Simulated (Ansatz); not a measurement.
# Ag wire along [111], 13 atoms a period: bands along the axis, part 2 of 2

Aim: is the Ag wire along [111], 13 atoms a period a metal or a semiconductor?

Ansatz 0.2.0; DFT PBE, plane waves, PAW; relaxation of a wire's period; PAW set soft_1 (the session's first sound run).

So far: The structure; Relaxation of atoms and period.

## (2) Relaxation of atoms and period (continued)

The steps of the relaxation:

```
step  energy less that of the first step (eV)  largest force component (eV/Å)  pressure (GPa)  volume (Å³)
   1                                   0.0000                          0.6157           -1.03      1082.12
   2                                  -0.4242                          0.1726            0.16      1046.86
   3                                  -0.4764                          0.0256           -0.05      1036.62
   4                                  -0.4925                          0.0150            0.00      1022.15
  5*                                  -0.4854                          0.0156            0.00      1022.15
```

Relaxation steps marked * repeat the geometry before them on a plane-wave basis chosen anew for their cell, so energy and pressure can jump there.

Forces are held to the 4 operations that the run works with; a distortion that breaks them can't arise in this run.

```
cell as run  before  after  change
      c (Å)   7.188  6.790  -5.5 %
```

The atoms that moved most (Å, along periodic axes as changes of fractional coordinates times the final cell, across vacuum about the mean position):

```
atom      dx      dy      dz  length
Ag13  -0.108   0.000   0.000   0.108
 Ag1   0.108   0.000   0.000   0.108
 Ag2   0.062  -0.087  -0.012   0.108
 Ag4  -0.062  -0.087  -0.012   0.108
Ag11   0.062   0.087   0.012   0.108
Ag12  -0.062   0.087   0.012   0.108
 Ag6   0.000   0.057   0.045   0.073
 Ag9   0.000  -0.057  -0.045   0.073
```

This step gave:

```
energy at zero smearing    : -98668.5285 eV
cell length along the wire : 6.790 Å
```

The cell's length comes to 6.790 Å with spin left out.

## (3) Bands of the perfect wire

This step: DFT PBE, plane waves, PAW; bands of a perfect wire; PAW set soft_1 (Ansatz 0.2.0).

At the relaxed period the bands are computed along the axis; those that cross an energy going forward count the channels that a perfect wire would open there.

File input.yaml:

```yaml
crystal:
  lattice:
    - [12.669, 0.0, 0.0]
    - [0.0, 11.883, 0.0]
    - [0.0, 0.0, 6.7896102198]
  atoms:
    - { symbol: Ag, position: [0.276929107, 0.499987007, 0.0] }
    - { symbol: Ag, position: [0.389105869, 0.706541093, 0.998174543] }
    - { symbol: Ag, position: [0.5, 0.499987007, 0.0] }
    - { symbol: Ag, position: [0.610894131, 0.706541093, 0.998174543] }
    - { symbol: Ag, position: [0.381186412, 0.426832433, 0.340428025] }
    - { symbol: Ag, position: [0.5, 0.647384961, 0.34001668] }
    - { symbol: Ag, position: [0.618813588, 0.426832433, 0.340428025] }
    - { symbol: Ag, position: [0.381186412, 0.573141582, 0.659571975] }
    - { symbol: Ag, position: [0.5, 0.352589054, 0.65998332] }
    - { symbol: Ag, position: [0.618813588, 0.573141582, 0.659571975] }
    - { symbol: Ag, position: [0.389105869, 0.293432922, 0.001825457] }
    - { symbol: Ag, position: [0.610894131, 0.293432922, 0.001825457] }
    - { symbol: Ag, position: [0.723070893, 0.499987007, 0.0] }
kpoints:
  mp_grid: { grid: [1, 1, 12] }
  band_path: { path: ["Γ", Z], npoints: 90 }
scf:
  occupations: { method: fermi_dirac, width: 0.05 }
hamiltonian:
  xc: pbe
  pseudopotentials: { kind: paw, azcp: { folder: soft_1 } }
output:
  dos: { e_range: [-5, 4] }
  write_potential: true
  write_density: true
  volumetric_format: npy
```

The run is started by

```sh
$ ansatz run input.yaml --threads 4 --pin off --max-ram 16384MiB --backend cpu --events-out ev --progress --plain --runs-dir out
```

Numbers of over 12 decimals in the logs are rounded to 6 here.

Log:

```text
[...]
Crystal: 13 atoms, lattice volume = 1022.147 Å³
Basis set: ecut = 420 eV, 19931 PW (Γ)
Bands: 149, of which v1, the nominal top of the filled ones, is band 124 counted from 1 (123 counted from 0)
Symmetry: 4 space group operations
[...]
k-points: 7 of 12
[...]
SCF iter  11: F=-98668.561834 eV  HF=-98668.561834 eV  |F-HF|=2.21e-9  |Δ(HF+E_count)|=   5.77e-8  Δρ=1.22e-6  dr2=2.22e-8  ethr=4.05e-11  ⟨swp⟩=12.9  Hψ=3344  notcnv=0
SCF 1 converged in 11 iterations: F = -98668.561834 eV  dr2 = 2.22e-8
[...]
NSCF: frozen V_eff on 91 k-points
WARN: The output density's exchange-correlation potential varies sharply where the density is thin. Do not read a vacuum level from v_tot or v_xc, or from such a field of the output density. On a cell that repeats whose density bears no net charge and no dipole along the vacuum's axis use v_es (v_loc + v_h of the components); under efield.dipole_correction with no amplitude use v_es + v_field, which holds any externa [...]
SCF converged after 11 iterations
Free energy (F): -98668.561834 eV
[...]
Internal energy: -98668.495608 eV  (E = F + TS)
E sigma→0 (E₀):  -98668.528721 eV
Entropy (-TS):   -0.066226 eV (-5.094 meV/atom)
Fermi energy:    0.508204 eV
[...]
--- Band table (eV; the first three rows and the last of 7) ---
  k-point 0: bands = [... 120 lower, -0.6900, -0.1507, 0.2126, 0.2607, 0.9869, 1.7725, 1.7749, 2.1797, ... 21 higher]
  k-point 1: bands = [... 120 lower, -1.0022, 0.1667, 0.2271, 0.2739, 1.0484, 1.4018, 1.4158, 2.4496, ... 21 higher]
  k-point 2: bands = [... 120 lower, -1.4411, 0.2613, 0.3059, 0.5676, 0.9317, 0.9524, 1.2829, 2.4963, ... 21 higher]
  k-point 6: bands = [... 120 lower, -1.5952, -0.2547, -0.2465, 0.6121, 0.6761, 1.2215, 1.8833, 2.1163, ... 21 higher]
```

It took 2.7 min on 4 threads of Intel Xeon Platinum 8259CL at 2.50GHz (Skylake/Cascade Lake), shared host; peak memory 6.7 GiB.

Reading the cycles: dr2 is the Hartree energy of the density residual (eV), the measure of convergence; HF is the Harris–Foulkes estimate of the energy, which meets the free energy F at convergence.

This step gave:

- energy at zero smearing: -98668.5287 eV
- band gap: 0 eV

The electronic bands at the labelled points (eV, zero at the Fermi level; # counts the bands kept):

```
  point    #57    #58    #59    #60    #61   #62   #63   #64
      Γ  -2.28  -1.20  -0.66  -0.30  -0.25  0.48  1.26  1.27
halfway  -2.22  -2.21  -0.24  -0.22   0.06  0.10  0.31  1.19
      Z  -2.12  -2.10  -0.76  -0.75   0.10  0.17  0.71  1.38
```

Between Γ and Z the bands cross the Fermi level 3 times, so a perfect wire would conduct at least 3 G₀, with spin left out.

## (4) Summary of results

* cell length, PBE: 6.790 Å
* ballistic conductance by band crossings, a lower bound, PBE: 3 G₀

**Reading.** Under PBE the cell's length is 6.79 Å, and the bands cross the Fermi level 3 times between Γ and Z, which gives a perfect wire at least 3 G₀ (opposite crossings within one step of the path cancel in such a count).

[Logs are printed without paths, hosts, clocks, repeated set-up lines and the standing remarks that a program may print on its own settings, such as how far it seeks lower states.]

[Hosts, paths, dates, database ids (printed as entryN), source tags and the programs' standing remarks are cut or masked in the printed files.]
